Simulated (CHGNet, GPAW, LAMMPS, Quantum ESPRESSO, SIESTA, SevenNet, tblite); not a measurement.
**A faulty SIESTA run on amorphous Ge (75 atoms)**

Program: SIESTA 5.4.2, a calculation on a cell of 75 Ge, 23.8 Å³ an atom.

input.fdf reads:

```
SystemLabel cell
NumberOfAtoms 77
NumberOfSpecies 1
%block ChemicalSpeciesLabel
  1 32 Ge
%endblock ChemicalSpeciesLabel
LatticeConstant 1.0 Ang
%block LatticeVectors
  12.12210 0.00000 0.00000
  0.00000 12.12210 0.00000
  0.00000 0.00000 12.12210
%endblock LatticeVectors
PAO.BasisSize DZP
PAO.EnergyShift 0.01 Ry
XC.Functional GGA
XC.Authors PBE
MeshCutoff 300 Ry
%block kgrid_Monkhorst_Pack
  1 0 0 0.0
  0 1 0 0.0
  0 0 1 0.0
%endblock kgrid_Monkhorst_Pack
SolutionMethod diagon
OccupationFunction FD
ElectronicTemperature 580 K
SCF.Mixer.Method Pulay
SCF.Mixer.Weight 0.05
SCF.Mixer.History 8
SCF.Mix Hamiltonian
MaxSCFIterations 60
SCF.DM.Tolerance 1e-04
SCF.H.Tolerance 1.0e-3 eV
WriteForces T
Write.HirshfeldPop T
Write.VoronoiPop T
Write.DM F
Write.H F
XML.Write F
AtomicCoordinatesFormat Fractional
%block AtomicCoordinatesAndAtomicSpecies
  0.78683 0.81265 0.25527 1
  0.90482 0.23890 0.46518 1
  0.65585 0.08145 0.91656 1
  0.84529 0.99315 0.11998 1
  0.71833 0.13855 0.63847 1
  0.31410 0.45119 0.08193 1
  0.72684 0.91823 0.81176 1
  0.55642 0.61393 0.43718 1
  0.41582 0.05280 0.07774 1
  0.62572 0.12404 0.30230 1
[... 61 atom lines left out ...]
  0.45906 0.70550 0.13877 1
  0.43013 0.79695 0.84744 1
  0.62720 0.34098 0.31356 1
  0.78090 0.39591 0.47672 1
%endblock AtomicCoordinatesAndAtomicSpecies
```

Run with:

```bash
> OMP_NUM_THREADS=1 siesta < input.fdf > output.txt
```

What it wrote:

```text
Version         : 5.4.2
reinit: System Name:
reinit: System Label: cell
initatom: Reading input for the pseudopotentials and atomic orbitals ----------
Species number:   1 Atomic number:   32 Label: Ge
Ground state valence configuration (from tables):   4s02  4p02  4d00  4f00
---- Processing specs for species: Ge
GGA--PBE XC_GGA_X_PBE--XC_GGA_C_PBE pb
Semicore shell(s) with 10 electrons included in the valence for Ge
Semicore shell(s): 3d
Fallback to non-perturbative polarization scheme for Ge
Please see the manual if this is not desired in principle
Ge pseudopotential only contains V_ls up to l=2 -- lmxkb reset.
Using PAO.SplitTailNorm
%block ChemicalSpeciesLabel
    1   32 Ge                      # Species index, atomic number, species label
%endblock ChemicalSpeciesLabel
%block PAO.Basis                 # Define Basis set
Ge                    4                    # Species label, number of l-shells
 n=4   0   2                         # n, l, Nzeta
   5.264      3.748
   1.000      1.000
 n=4   1   2                         # n, l, Nzeta
   6.996      5.083
   1.000      1.000
 n=3   2   1                         # n, l, Nzeta
   2.782
   1.000
 n=4   2   1                         # n, l, Nzeta
   6.996
   1.000
%endblock PAO.Basis
coor:   Atomic-coordinates input format  =     Fractional
coor: ERROR in AtomicCoordinatesAndAtomicSpecies block
Stopping Program from Node:    0
coor: ERROR in AtomicCoordinatesAndAtomicSpecies block
Stopping Program from Node:    0
```

Wall time 0.56 s (1 thread of Arm Neoverse V2, shared host); peak memory 0.08 GiB.

Banners, paths, timers and routine set-up lines are dropped from the logs unmarked, and long logs keep their key lines alone; longer cuts are marked.

**Question.** Which part of the input is at fault, and how is it mended?

A wrong count of atoms: NumberOfAtoms 75 written as NumberOfAtoms 77. Mend: write NumberOfAtoms 75 in place of NumberOfAtoms 77.

The program stopped at the start.

[Also dropped from logs without a mark: logging warnings of Python, and SIESTA's first energy breakdown and zero terms.]

[Logs are printed without paths, hosts, clocks, repeated set-up lines and the standing remarks that a program may print on its own settings, such as how far it seeks lower states.]

[Hosts, paths, dates, database ids (printed as entryN), source tags and the programs' standing remarks are cut or masked in the printed files.]
